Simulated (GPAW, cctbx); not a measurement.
# By hand: from a DFT structure factor to an extinction distance in Rb3CoBr6

Rb3CoBr6, Fm-3m (no. 225), a = 11.3032 Å, b = 11.3032 Å, c = 11.3032 Å, α = 90.00°, β = 90.00°, γ = 90.00°.

| atom | mult. | x | y | z |
| --- | --- | --- | --- | --- |
| Rb1 | 4 | 1/2 | 0 | 0 |
| Rb2 | 8 | 1/4 | 1/4 | 3/4 |
| Br1 | 24 | 0 | 0 | 0.7852 |
| Co1 | 4 | 0 | 0 | 0 |

The cell comes from substitution in a known structure type and wasn't matched to any measured phase.

A DFT run (GPAW, PBE, 450 eV, 3×3×3 k-points, Fermi–Dirac width 0.05 eV, spin-polarised) gives the static X-ray structure factor of 020 as 253.468 e for the conventional cell; superposed free atoms give 251.903 e. **Problem.** Find the Fourier component V of the crystal potential and the two-beam extinction distance at 300 kV in both cases.

## Step 1: Geometry

The cell volume is Ω = 1444.13 Å³ and d(020) = 5.6516 Å, so g = 1/d = 0.1769 Å⁻¹.

## Step 2: The nuclei

Electrons feel nuclei as well as electrons, so the nuclear charges are summed with the same phases.

Phase sums Σ exp(2πi h·x), turned so that the total is real and positive: Rb -4.000, Br +8.770, Co +4.000. Then F_Z = 37 × (-4.000) + 35 × (+8.770) + 27 × (+4.000) = 266.96 e. The electron term has the same sign for this reflection.

## Step 3: Mott–Bethe

Poisson's equation, term by term, gives V = (e/4πε₀)(F_Z − F)/(πΩg²), with e/4πε₀ = 14.3996 V Å.

The prefactor is 14.3996 × 5.6516²/(π × 1444.13) = 0.10138 V per electron. Free atoms: (266.96 − 251.903) × 0.10138 = 1.527 V. Crystal: (266.96 − 253.468) × 0.10138 = 1.368 V. F changes by +0.62 % and V by -10.4 %: the same 1.56 e is measured against F_Z − F = 15.1 e in place of F = 251.9 e.

## Step 4: Extinction distance

In the two-beam case ξ = 1/(λU) with U = 2γm₀eV/h², that is ξ = 150.41 V Å²/(γλV).

At 300 kV, λ = 0.01969 Å and γ = 1.5871. Free atoms: ξ = 3153 Å. Crystal: ξ = 3518 Å. The thickness fringes go as sin²(πt/ξ), so the two patterns slip by a quarter of a period when t|1/ξ₁ − 1/ξ₀| = 1/4, at t ≈ 759 nm. Thermal motion, absorption and many-beam coupling, left out here, change a real pattern.

## Step 5: Answer

V(020) is 1.37 V against 1.53 V, and ξ is 3518 against 3153 Å. Limits: static atoms, two beams; no Hubbard U on Co.
